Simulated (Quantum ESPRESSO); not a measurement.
## NaF (Villiaumite): a mode Grüneisen parameter, worked out

Wanted: a fit of frequency against volume for NaF (Villiaumite), tested on a run that is left out of it.

Method: DFT LDA, scalar-relativistic, plane waves, PseudoDojo norm-conserving pseudopotentials, in Quantum ESPRESSO 7.5.

## 1. The relaxed structure

The structure is cubic, space group Fm-3m (No. 225). The conventional cell has a = 4.502 Å, b = 4.502 Å, c = 4.502 Å, α = 90.00°, β = 90.00°, γ = 90.00°. Na has 6 F at 2.25 Å nearest. F has 6 Na at 2.25 Å nearest. Farther neighbours and most contacts between anions are not listed.

As a file:

```cif
data_structure
_symmetry_space_group_name_H-M 'Fm-3m'
_symmetry_Int_Tables_number 225
_cell_length_a 4.5021
_cell_length_b 4.5021
_cell_length_c 4.5021
_cell_angle_alpha 90.000
_cell_angle_beta 90.000
_cell_angle_gamma 90.000
_cell_volume 91.25
loop_
_atom_site_label
_atom_site_type_symbol
_atom_site_symmetry_multiplicity
_atom_site_Wyckoff_symbol
_atom_site_fract_x
_atom_site_fract_y
_atom_site_fract_z
_atom_site_occupancy
Na1 Na 4 a 0.00000 0.00000 0.00000 1
F1 F 4 b 0.00000 0.50000 0.00000 1
```

This is the cell after its relaxation at this level of theory, not the database cell from which that began.

## 2. Runs at several volumes

The relaxed cell is scaled uniformly; in this structure symmetry fixes all atoms, so nothing has to be relaxed anew. Each volume gets a ground state and a response at Γ. The mode followed is the highest one without the macroscopic field, of symmetry T1u; longitudinal polar modes lie higher. Cutoff 97 Ry, k mesh 8×8×8.

From the response at V/V₀ = 0.94:

The log of the run:

```text
[banners, grids, parts of the stress and lines that vanish by symmetry left out]
Program PHONON v.7.5
     Reading xml data from directory:

[...]
Exchange-correlation= PW
                           (   1   4   0   0   0   0   0)
[...]
kinetic-energy cut-off    =      97.0000  Ry
     charge density cut-off    =     388.0000  Ry
     convergence threshold     =      1.0E-18
[...]
Exchange-correlation= PW
                           (   1   4   0   0   0   0   0)
[...]
q = (   0.0000000   0.0000000   0.0000000 )
     49 Sym.Ops. (with q -> -q+G )
     G cutoff =  682.6350  (  18643 G-vectors)     FFT grid: ( 40, 40, 40)
     number of k points=    29
[...]
Mode symmetry, O_h (m-3m)  point group:
[...]
Dielectric constant
[...]
End of electric fields calculation
          Dielectric constant in cartesian axis
          (       1.944291043      -0.000000000       0.000000000 )
          (      -0.000000000       1.944291043      -0.000000000 )
          (       0.000000000       0.000000000       1.944291043 )
          Effective charges (d Force / dE) in cartesian axis without acoustic sum rule applied (asr)
           atom    1  Na    Mean Z*:        0.98875
      Ex  (        0.98875        0.00000        0.00000 )
      Ey  (        0.00000        0.98875        0.00000 )
      Ez  (        0.00000        0.00000        0.98875 )
           atom    2  F     Mean Z*:       -0.98811
      Ex  (       -0.98811        0.00000        0.00000 )
      Ey  (        0.00000       -0.98811       -0.00000 )
      Ez  (        0.00000       -0.00000       -0.98811 )
          Effective charges Sum: Mean:        0.00064
[...]
Effective charges (d Force / dE) in cartesian axis with asr applied:
           atom    1  Na    Mean Z*:        0.98843
[...]
atom    2  F     Mean Z*:       -0.98843
[...]
Representation #   1 modes #   1   2   3
[...]
End of self-consistent calculation
     Convergence has been achieved
     Representation #   2 modes #   4   5   6
[...]
End of self-consistent calculation
     Convergence has been achieved
[...]
Dielectric constant in cartesian axis
          (       1.944291043      -0.000000000       0.000000000 )
          (      -0.000000000       1.944291043      -0.000000000 )
          (       0.000000000       0.000000000       1.944291043 )
          Effective charges (d Force / dE) in cartesian axis without acoustic sum rule applied (asr)
           atom    1  Na    Mean Z*:        0.98875
      Ex  (        0.98875        0.00000        0.00000 )
      Ey  (        0.00000        0.98875        0.00000 )
      Ez  (        0.00000        0.00000        0.98875 )
           atom    2  F     Mean Z*:       -0.98811
      Ex  (       -0.98811        0.00000        0.00000 )
      Ey  (        0.00000       -0.98811       -0.00000 )
      Ez  (        0.00000       -0.00000       -0.98811 )
          Effective charges Sum: Mean:        0.00064
[...]
Effective charges (d Force / dE) in cartesian axis with asr applied:
           atom    1  Na    Mean Z*:        0.98843
[...]
atom    2  F     Mean Z*:       -0.98843
[...]
q = (    0.000000000   0.000000000   0.000000000 )
[...]
freq (    1) =       0.026535 [THz] =       0.885124 [cm-1]
     freq (    2) =       0.026535 [THz] =       0.885124 [cm-1]
     freq (    3) =       0.026535 [THz] =       0.885124 [cm-1]
     freq (    4) =       9.490176 [THz] =     316.558186 [cm-1]
     freq (    5) =       9.490176 [THz] =     316.558186 [cm-1]
     freq (    6) =       9.490176 [THz] =     316.558186 [cm-1]
[...]
Mode symmetry, O_h (m-3m)  point group:
     freq (   1-   3) =          0.9  [cm-1]   --> T_1u G_15  G_4- I
     freq (   4-   6) =        316.6  [cm-1]   --> T_1u G_15  G_4- I

   JOB DONE.
```

One volume, V/V₀ = 1.03, is held back as a test.

```
V/V₀  volume (Å³/atom)  pressure (GPa)   ω (cm⁻¹)
0.94            10.722            4.38     316.56
0.97            11.065            2.00     295.75
   1            11.407           -0.01     276.08
1.03            11.749           -1.70  held back
1.06            12.091           -3.12     239.53
```

## 3. The fit

The mode Grüneisen parameter is γ = −d ln ω / d ln V.

```
ln(V/V₀)    ln ω
 -0.0619  5.7575
 -0.0305  5.6895
  0.0000  5.6207
  0.0583  5.4787
```

A straight line through these points has the slope -2.327, so γ = 2.33; at V/V₀ = 1.03 it predicts ω = exp(5.6168 − 0.0688) = 256.72 cm⁻¹.

A parabola of pressure against ln V through V/V₀ = 0.97, 1 and 1.03 gives the bulk modulus B = −dP/d ln V = 61 GPa at V₀. With ω₀ from the fitted line the pressure coefficient follows as dω/dP = γ ω₀ / B = 2.33 × 275.0 / 61 = 10.4 cm⁻¹/GPa.

## 4. The run that was held back

The log of the run:

```text
[banners, grids, parts of the stress and lines that vanish by symmetry left out]
[banner, memory and clock lines left out]
Program PHONON v.7.5

[...]
Exchange-correlation= PW
                           (   1   4   0   0   0   0   0)
[...]
kinetic-energy cut-off    =      97.0000  Ry
     charge density cut-off    =     388.0000  Ry
     convergence threshold     =      1.0E-18
[...]
Exchange-correlation= PW
                           (   1   4   0   0   0   0   0)
[...]
q = (   0.0000000   0.0000000   0.0000000 )
     49 Sym.Ops. (with q -> -q+G )
     G cutoff =  725.5401  (  20395 G-vectors)     FFT grid: ( 40, 40, 40)
     number of k points=    29
[...]
Mode symmetry, O_h (m-3m)  point group:
[...]
Dielectric constant
[...]
End of electric fields calculation
          Dielectric constant in cartesian axis
          (       1.924104273      -0.000000000       0.000000000 )
          (      -0.000000000       1.924104273       0.000000000 )
          (       0.000000000       0.000000000       1.924104273 )
          Effective charges (d Force / dE) in cartesian axis without acoustic sum rule applied (asr)
           atom    1  Na    Mean Z*:        1.00387
      Ex  (        1.00387        0.00000        0.00000 )
      Ey  (        0.00000        1.00387       -0.00000 )
      Ez  (        0.00000       -0.00000        1.00387 )
           atom    2  F     Mean Z*:       -1.00325
      Ex  (       -1.00325       -0.00000        0.00000 )
      Ey  (        0.00000       -1.00325       -0.00000 )
      Ez  (        0.00000       -0.00000       -1.00325 )
[...]
Representation #   1 modes #   1   2   3
[...]
End of self-consistent calculation
     Convergence has been achieved
     Representation #   2 modes #   4   5   6
[...]
End of self-consistent calculation
     Convergence has been achieved
[...]
Dielectric constant in cartesian axis
          (       1.924104273      -0.000000000       0.000000000 )
          (      -0.000000000       1.924104273       0.000000000 )
          (       0.000000000       0.000000000       1.924104273 )
          Effective charges (d Force / dE) in cartesian axis without acoustic sum rule applied (asr)
           atom    1  Na    Mean Z*:        1.00387
      Ex  (        1.00387        0.00000        0.00000 )
      Ey  (        0.00000        1.00387       -0.00000 )
      Ez  (        0.00000       -0.00000        1.00387 )
           atom    2  F     Mean Z*:       -1.00325
      Ex  (       -1.00325       -0.00000        0.00000 )
      Ey  (        0.00000       -1.00325       -0.00000 )
      Ez  (        0.00000       -0.00000       -1.00325 )
          Effective charges Sum: Mean:        0.00062
[...]
Effective charges (d Force / dE) in cartesian axis with asr applied:
           atom    1  Na    Mean Z*:        1.00356
[...]
atom    2  F     Mean Z*:       -1.00356
[...]
q = (    0.000000000   0.000000000   0.000000000 )
[...]
freq (    1) =       0.106727 [THz] =       3.560022 [cm-1]
     freq (    2) =       0.106727 [THz] =       3.560022 [cm-1]
     freq (    3) =       0.106727 [THz] =       3.560022 [cm-1]
     freq (    4) =       7.715721 [THz] =     257.368760 [cm-1]
     freq (    5) =       7.715721 [THz] =     257.368760 [cm-1]
     freq (    6) =       7.715721 [THz] =     257.368760 [cm-1]
[...]
Mode symmetry, O_h (m-3m)  point group:
     freq (   1-   3) =          3.6  [cm-1]   --> T_1u G_15  G_4- I
     freq (   4-   6) =        257.4  [cm-1]   --> T_1u G_15  G_4- I
```

It gives 257.37 cm⁻¹ against the predicted 256.72 cm⁻¹, a miss of 0.6 cm⁻¹.

## 5. What came out

| Property | Result |
| --- | --- |
| mode Grüneisen parameter | 2.327 |
| bulk modulus | 61.5 GPa |
| pressure coefficient | 10.4 cm⁻¹/GPa |

What this shows: The highest optical mode of NaF (Villiaumite) without the LO-TO term stiffens by 10.4 cm⁻¹ a GPa near the relaxed volume, with γ = 2.33. The power law meets all 5 runs within 0.40 %; between neighbouring volumes γ runs from 2.16 to 2.50. Such a coefficient turns a measured shift of this mode into a hydrostatic stress; uniaxial or biaxial stress splits the mode and needs deformation potentials. These are harmonic values at zero temperature for the structure held cubic, which a run at Γ can't show to be stable; the bulk modulus rests on three points.

[Host names and launcher messages were left out of these logs when they were recorded.]

[Logs are printed without paths, hosts, clocks, repeated set-up lines and the standing remarks that a program may print on its own settings, such as how far it seeks lower states.]

[Hosts, paths, dates, database ids (printed as entryN), source tags and the programs' standing remarks are cut or masked in the printed files.]
